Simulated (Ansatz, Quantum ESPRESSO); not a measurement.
# From contact to tunnelling: vacuum gaps between two Pb(100) faces, part 2 of 5

Aim: how the conductance falls as the barrier grows, for vacuum gaps between two Pb(100) faces.

Quantum ESPRESSO 7.5; plane-wave DFT, LDA, GBRV ultrasoft pseudopotentials; cross-check by Ansatz 0.2.0 with PAW datasets.

So far. Step 2 (Ground state, 5 Å): The run needed 11 iterations to bring the estimated error under 1e-07 Ry; the largest force on any atom, held or free, is 0.37 eV/Å.

## (3) Transmission with pwcond.x, 5 Å

Level of this step: transmission by pwcond, lead and junction from one cell; plane-wave DFT, LDA, GBRV ultrasoft pseudopotentials (Quantum ESPRESSO).

prefixt takes both regions from one run: the lead from 0 to bdl, the scattering region from bdl to bds (units of alat). ikind = 1 puts the same lead on both sides. The program's T_tot counts both spins in a run without spin; the tables below give T per spin.

j0.cond.in reads:

```
&inputcond
  outdir = './out'
  prefixt = 'j0.scf'
  tran_file = 'j0.cond.dat'
  bdl = 1.4142135624
  bds = 9.1839534821
  ikind = 1
  ewind = 4.0
  epsproj = 1e-05
  nz1 = 7
  energy0 = 0.4
  denergy = -0.4
/
15
  0.00000000 0.00000000 0.01562500
  0.00000000 0.12500000 0.06250000
  0.00000000 0.25000000 0.06250000
  0.00000000 0.37500000 0.06250000
  0.00000000 0.50000000 0.03125000
  0.12500000 0.12500000 0.06250000
  0.12500000 0.25000000 0.12500000
  0.12500000 0.37500000 0.12500000
  0.12500000 0.50000000 0.06250000
  0.25000000 0.25000000 0.06250000
  0.25000000 0.37500000 0.12500000
  0.25000000 0.50000000 0.06250000
  0.37500000 0.37500000 0.06250000
  0.37500000 0.50000000 0.06250000
  0.50000000 0.50000000 0.01562500
3
```

Launch:

```console
OMP_NUM_THREADS=1 mpirun -n 4 pwcond.x -in j0.cond.in > j0.cond.out
```

Output:

```text
[banner, memory and clock lines left out]
Program PWCOND v.7.5 starts

          URL

     ./out/j0.scf.save/

     IMPORTANT: XC functional enforced from input :
     Exchange-correlation= PZ
                           (   1   1   0   0   0   0   0)
     Any further DFT definition will be discarded
     Please, verify this is what you really want

     Check: negative core charge=   -0.000009

     negative rho (up, down):  1.864E-01 0.000E+00
     Reading collected, re-writing distributed wavefunctions

===== INPUT FILE containing all the regions =====

     GEOMETRY:

     lattice parameter (alat)  =       6.7213  a.u.
     the volume                =    2788.5937 (a.u.)^3
     the cross section         =      45.1756 (a.u.)^2
     l of the unit cell        =       9.1840 (alat)
     number of atoms/cell      =           12
     number of atomic types    =            1

     crystal axes: (cart. coord. in units of alat)
               a(1) = (  1.0000  0.0000  0.0000 )
               a(2) = (  0.0000  1.0000  0.0000 )
               a(3) = (  0.0000  0.0000  9.1840 )

   Cartesian axes

     site n.     atom                  positions (alat units)
          1        Pb     tau(  1)=(  0.0000  0.0000  9.1840  )
          2        Pb     tau(  2)=(  0.5000  0.5000  0.7071  )
          3        Pb     tau(  3)=(  0.0000  0.0000  1.4142  )
          4        Pb     tau(  4)=(  0.5000  0.5000  2.1213  )
          5        Pb     tau(  5)=(  0.0000  0.0000  2.8284  )
          6        Pb     tau(  6)=(  0.5000  0.5000  3.5355  )
          7        Pb     tau(  7)=(  0.0000  0.0000  4.9413  )
          8        Pb     tau(  8)=(  0.5000  0.5000  5.6484  )
          9        Pb     tau(  9)=(  0.0000  0.0000  6.3555  )
         10        Pb     tau( 10)=(  0.5000  0.5000  7.0626  )
         11        Pb     tau( 11)=(  0.0000  0.0000  7.7697  )
         12        Pb     tau( 12)=(  0.5000  0.5000  8.4768  )

     nr1s                      =           27
     nr2s                      =           27
     nr3s                      =          250
     nr1sx                     =           27
     nr2sx                     =           27
     nr3sx                     =          250
     nr1                       =           32
     nr2                       =           32
     nr3                       =          288
     nr1x                      =           32
     nr2x                      =           32
     nr3x                      =          288

 _______________________________
  Radii of nonlocal spheres:

     type       ibeta     ang. mom.          radius (alat units)
       Pb         1         0                    0.3458
       Pb         2         0                    0.3458
       Pb         3         1                    0.3458
       Pb         4         1                    0.3458
       Pb         5         2                    0.3458
       Pb         6         2                    0.3458
----- General information -----

--- T calc. with identical leads (ikind=1) ---

     nrx                       =           27
     nry                       =           27
     nz1                       =            7

     energy0               =         4.0E-01
     denergy               =        -4.0E-01
     nenergy               =          3
     ecut2d                =         4.0E+01
     ewind                 =         4.0E+00
     epsproj               =         1.0E-05

     number of k_|| points=   15
                       cryst. coord.
        k(    1) = (   0.0000000   0.0000000), wk =   0.0156250
        k(    2) = (   0.0000000   0.1250000), wk =   0.0625000
        k(    3) = (   0.0000000   0.2500000), wk =   0.0625000
        k(    4) = (   0.0000000   0.3750000), wk =   0.0625000
        k(    5) = (   0.0000000   0.5000000), wk =   0.0312500
        k(    6) = (   0.1250000   0.1250000), wk =   0.0625000
        k(    7) = (   0.1250000   0.2500000), wk =   0.1250000
        k(    8) = (   0.1250000   0.3750000), wk =   0.1250000
        k(    9) = (   0.1250000   0.5000000), wk =   0.0625000
        k(   10) = (   0.2500000   0.2500000), wk =   0.0625000
        k(   11) = (   0.2500000   0.3750000), wk =   0.1250000
        k(   12) = (   0.2500000   0.5000000), wk =   0.0625000
        k(   13) = (   0.3750000   0.3750000), wk =   0.0625000
        k(   14) = (   0.3750000   0.5000000), wk =   0.0625000
        k(   15) = (   0.5000000   0.5000000), wk =   0.0156250
----- Information about left/right lead -----

     nocros                   =           18
     noins                    =           18
     norb                     =           54
     norbf                    =          198
     nrz                      =           38

      iorb      type   ibeta   ang. mom.   m       position (alat)
        1        1       1        0        1   taunew(   1)=(  0.0000  0.0000  0.0000)
        2        1       2        0        1   taunew(   2)=(  0.0000  0.0000  0.0000)
        3        1       3        1        1   taunew(   3)=(  0.0000  0.0000  0.0000)
        4        1       3        1        2   taunew(   4)=(  0.0000  0.0000  0.0000)
        5        1       3        1        3   taunew(   5)=(  0.0000  0.0000  0.0000)
        6        1       4        1        1   taunew(   6)=(  0.0000  0.0000  0.0000)
        7        1       4        1        2   taunew(   7)=(  0.0000  0.0000  0.0000)
        8        1       4        1        3   taunew(   8)=(  0.0000  0.0000  0.0000)
        9        1       5        2        1   taunew(   9)=(  0.0000  0.0000  0.0000)
       10        1       5        2        2   taunew(  10)=(  0.0000  0.0000  0.0000)
       11        1       5        2        3   taunew(  11)=(  0.0000  0.0000  0.0000)
       12        1       5        2        4   taunew(  12)=(  0.0000  0.0000  0.0000)
       13        1       5        2        5   taunew(  13)=(  0.0000  0.0000  0.0000)
       14        1       6        2        1   taunew(  14)=(  0.0000  0.0000  0.0000)
       15        1       6        2        2   taunew(  15)=(  0.0000  0.0000  0.0000)
       16        1       6        2        3   taunew(  16)=(  0.0000  0.0000  0.0000)
       17        1       6        2        4   taunew(  17)=(  0.0000  0.0000  0.0000)
       18        1       6        2        5   taunew(  18)=(  0.0000  0.0000  0.0000)
       19        1       1        0        1   taunew(  19)=(  0.5000  0.5000  0.7071)
       20        1       2        0        1   taunew(  20)=(  0.5000  0.5000  0.7071)
       21        1       3        1        1   taunew(  21)=(  0.5000  0.5000  0.7071)
       22        1       3        1        2   taunew(  22)=(  0.5000  0.5000  0.7071)
[...]
167        1       3        1        3   taunew( 167)=(  0.5000  0.5000  7.0626)
      168        1       4        1        1   taunew( 168)=(  0.5000  0.5000  7.0626)
      169        1       4        1        2   taunew( 169)=(  0.5000  0.5000  7.0626)
      170        1       4        1        3   taunew( 170)=(  0.5000  0.5000  7.0626)
      171        1       5        2        1   taunew( 171)=(  0.5000  0.5000  7.0626)
      172        1       5        2        2   taunew( 172)=(  0.5000  0.5000  7.0626)
      173        1       5        2        3   taunew( 173)=(  0.5000  0.5000  7.0626)
      174        1       5        2        4   taunew( 174)=(  0.5000  0.5000  7.0626)
      175        1       5        2        5   taunew( 175)=(  0.5000  0.5000  7.0626)
      176        1       6        2        1   taunew( 176)=(  0.5000  0.5000  7.0626)
      177        1       6        2        2   taunew( 177)=(  0.5000  0.5000  7.0626)
      178        1       6        2        3   taunew( 178)=(  0.5000  0.5000  7.0626)
      179        1       6        2        4   taunew( 179)=(  0.5000  0.5000  7.0626)
      180        1       6        2        5   taunew( 180)=(  0.5000  0.5000  7.0626)
      181        1       1        0        1   taunew( 181)=(  0.0000  0.0000  7.7697)
      182        1       2        0        1   taunew( 182)=(  0.0000  0.0000  7.7697)
      183        1       3        1        1   taunew( 183)=(  0.0000  0.0000  7.7697)
      184        1       3        1        2   taunew( 184)=(  0.0000  0.0000  7.7697)
      185        1       3        1        3   taunew( 185)=(  0.0000  0.0000  7.7697)
      186        1       4        1        1   taunew( 186)=(  0.0000  0.0000  7.7697)
      187        1       4        1        2   taunew( 187)=(  0.0000  0.0000  7.7697)
      188        1       4        1        3   taunew( 188)=(  0.0000  0.0000  7.7697)
      189        1       5        2        1   taunew( 189)=(  0.0000  0.0000  7.7697)
      190        1       5        2        2   taunew( 190)=(  0.0000  0.0000  7.7697)
      191        1       5        2        3   taunew( 191)=(  0.0000  0.0000  7.7697)
      192        1       5        2        4   taunew( 192)=(  0.0000  0.0000  7.7697)
      193        1       5        2        5   taunew( 193)=(  0.0000  0.0000  7.7697)
      194        1       6        2        1   taunew( 194)=(  0.0000  0.0000  7.7697)
      195        1       6        2        2   taunew( 195)=(  0.0000  0.0000  7.7697)
      196        1       6        2        3   taunew( 196)=(  0.0000  0.0000  7.7697)
      197        1       6        2        4   taunew( 197)=(  0.0000  0.0000  7.7697)
      198        1       6        2        5   taunew( 198)=(  0.0000  0.0000  7.7697)
 ngper, shell number =          145          23
 ngper, n2d =          145          93
---  E-Ef =    0.4000000  k =    0.0000000   0.0000000
---  ie =          1  ik =          1
 Nchannels of the left tip =            1
 Right moving states:
   k1(2pi/a)   k2(2pi/a)   E-Ef (eV)
   0.3759403  -0.0000025   0.4000000
 Left moving states:
   k1(2pi/a)   k2(2pi/a)   E-Ef (eV)
  -0.3759403  -0.0000025   0.4000000

 to transmit
 Band j to band i transmissions and reflections:
    j         i     |T_ij|^2    |R_ij|^2

    1 -->     1     0.42727     0.57273
   Total T_j, R_j =    0.42727  0.57273

E-Ef(ev), T(x2 spins) =    0.4000000   0.8545439
---  E-Ef =    0.0000000  k =    0.0000000   0.0000000
---  ie =          2  ik =          1
 Nchannels of the left tip =            1
 Right moving states:
   k1(2pi/a)   k2(2pi/a)   E-Ef (eV)
   0.3445765  -0.0000025   0.0000000
 Left moving states:
   k1(2pi/a)   k2(2pi/a)   E-Ef (eV)
  -0.3445765  -0.0000025   0.0000000

 to transmit
 Band j to band i transmissions and reflections:
    j         i     |T_ij|^2    |R_ij|^2

    1 -->     1     0.39729     0.60271
   Total T_j, R_j =    0.39729  0.60271

E-Ef(ev), T(x2 spins) =    0.0000000   0.7945735
---  E-Ef =   -0.4000000  k =    0.0000000   0.0000000
---  ie =          3  ik =          1
 Nchannels of the left tip =            1
 Right moving states:
   k1(2pi/a)   k2(2pi/a)   E-Ef (eV)
   0.3128009  -0.0000025  -0.4000000
 Left moving states:
   k1(2pi/a)   k2(2pi/a)   E-Ef (eV)
  -0.3128009  -0.0000025  -0.4000000

 to transmit
 Band j to band i transmissions and reflections:
    j         i     |T_ij|^2    |R_ij|^2

    1 -->     1     0.36341     0.63659
   Total T_j, R_j =    0.36341  0.63659

E-Ef(ev), T(x2 spins) =   -0.4000000   0.7268150
 ngper, shell number =          143          71
 ngper, n2d =          143          93
[... further energies and points left out ...]
---  E-Ef =    0.4000000  k =    0.5000000   0.5000000
---  ie =          1  ik =         15
 Nchannels of the left tip =            4
 Right moving states:
   k1(2pi/a)   k2(2pi/a)   E-Ef (eV)
  -0.2813326  -0.0000165   0.4000000
  -0.2813326  -0.0000165   0.4000000
  -0.4296014   0.0000015   0.4000000
  -0.4345023  -0.0000071   0.4000000
 Left moving states:
   k1(2pi/a)   k2(2pi/a)   E-Ef (eV)
   0.2813326  -0.0000165   0.4000000
   0.2813326  -0.0000165   0.4000000
   0.4296014   0.0000015   0.4000000
   0.4345023  -0.0000071   0.4000000

 to transmit
 Band j to band i transmissions and reflections:
    j         i     |T_ij|^2    |R_ij|^2

    1 -->     1     0.01122     0.66156
    1 -->     2     0.00000     0.32722
    1 -->     3     0.00000     0.00000
    1 -->     4     0.00000     0.00000
   Total T_j, R_j =    0.01122  0.98878

    2 -->     1     0.00000     0.32722
    2 -->     2     0.01122     0.66156
    2 -->     3     0.00000     0.00000
    2 -->     4     0.00000     0.00000
   Total T_j, R_j =    0.01122  0.98878

    3 -->     1     0.00000     0.00000
    3 -->     2     0.00000     0.00000
    3 -->     3     0.00091     0.99909
    3 -->     4     0.00000     0.00000
   Total T_j, R_j =    0.00091  0.99909

    4 -->     1     0.00000     0.00000
    4 -->     2     0.00000     0.00000
    4 -->     3     0.00000     0.00000
    4 -->     4     0.00106     0.99894
   Total T_j, R_j =    0.00106  0.99894

E-Ef(ev), T(x2 spins) =    0.4000000   0.0488176
---  E-Ef =    0.0000000  k =    0.5000000   0.5000000
---  ie =          2  ik =         15
 Nchannels of the left tip =            2
 Right moving states:
   k1(2pi/a)   k2(2pi/a)   E-Ef (eV)
  -0.3314255  -0.0000167   0.0000000
  -0.3314255  -0.0000167   0.0000000
 Left moving states:
   k1(2pi/a)   k2(2pi/a)   E-Ef (eV)
   0.3314255  -0.0000167   0.0000000
   0.3314255  -0.0000167   0.0000000

 to transmit
 Band j to band i transmissions and reflections:
    j         i     |T_ij|^2    |R_ij|^2

    1 -->     1     0.00919     0.61481
    1 -->     2     0.00000     0.37600
   Total T_j, R_j =    0.00919  0.99081

    2 -->     1     0.00000     0.37600
    2 -->     2     0.00919     0.61481
   Total T_j, R_j =    0.00919  0.99081

E-Ef(ev), T(x2 spins) =    0.0000000   0.0367589
---  E-Ef =   -0.4000000  k =    0.5000000   0.5000000
---  ie =          3  ik =         15
 Nchannels of the left tip =            2
 Right moving states:
   k1(2pi/a)   k2(2pi/a)   E-Ef (eV)
  -0.3825209  -0.0000170  -0.4000000
  -0.3825209  -0.0000170  -0.4000000
 Left moving states:
   k1(2pi/a)   k2(2pi/a)   E-Ef (eV)
   0.3825209  -0.0000170  -0.4000000
   0.3825209  -0.0000170  -0.4000000

 to transmit
 Band j to band i transmissions and reflections:
    j         i     |T_ij|^2    |R_ij|^2

    1 -->     1     0.00718     0.54303
    1 -->     2     0.00000     0.44980
   Total T_j, R_j =    0.00718  0.99282

    2 -->     1     0.00000     0.44980
    2 -->     2     0.00718     0.54303
   Total T_j, R_j =    0.00718  0.99282

E-Ef(ev), T(x2 spins) =   -0.4000000   0.0287172
   T_tot     0.40000      0.57868E+00
   T_tot     0.00000      0.36377E+00
   T_tot    -0.40000      0.32459E+00

Note: The following floating-point exceptions are signalling: IEEE_UNDERFLOW_FLAG
Note: The following floating-point exceptions are signalling: IEEE_UNDERFLOW_FLAG
Note: The following floating-point exceptions are signalling: IEEE_UNDERFLOW_FLAG
Note: The following floating-point exceptions are signalling: IEEE_UNDERFLOW_FLAG
```

Elapsed: 95 s, on 4 MPI ranks of Arm Neoverse V1, shared host; peak memory 0.35 GiB; 6.4 min of CPU time.

This step gave:

* lead channels at the Fermi level, one spin: 1.547
* transmission at the Fermi level, one spin: 0.1819
* conductance: 0.1819 G₀

Per spin; mean over the k mesh across the current. Table of open channels, zone mean by energy, zero at the Fermi level:

```
energy (eV)  open channels, zone mean
     -0.400                      1.67
      0.000                      1.55
      0.400                      1.52
```

Per spin; mean over the k mesh across the current. The transmission, zone mean by energy, zero at the Fermi level:

```
energy (eV)  transmission, zone mean
     -0.400                    0.162
      0.000                    0.182
      0.400                    0.289
```

At 0.000 eV; k in fractions of b1, b2. Transmission by k point:

```
   k1     k2   weight        t  channels
    0      0  0.01562   0.3973         1
    0  0.125   0.0625    0.365         1
    0   0.25   0.0625     0.24         2
    0  0.375   0.0625   0.1888         2
    0    0.5  0.03125        0         0
0.125  0.125   0.0625   0.3808         1
0.125   0.25    0.125   0.2818         2
0.125  0.375    0.125   0.1915         2
0.125    0.5   0.0625        0         0
 0.25   0.25   0.0625   0.1958         2
 0.25  0.375    0.125   0.1759         2
 0.25    0.5   0.0625        0         0
0.375  0.375   0.0625  0.09024         2
0.375    0.5   0.0625  0.04714         2
  0.5    0.5  0.01562  0.01838         2
```

[end of part 2 of 5]

[Long decimals in the printed logs are rounded to 6 places.]

[Repeated lines of the later SCF iterations (solver, time, negative density, dipole) and banner, clock, host and MPI lines are left out of these logs without a mark at each place.]

[Logs are printed without paths, hosts, clocks, repeated set-up lines and the standing remarks that a program may print on its own settings, such as how far it seeks lower states.]

[Hosts, paths, dates, database ids (printed as entryN), source tags and the programs' standing remarks are cut or masked in the printed files.]

[Maps of the electrostatic potential energy from Ansatz leave out the sawtooth potential of an applied field or a dipole correction, so their vacuum need not be flat; planar profiles and work functions include it.]
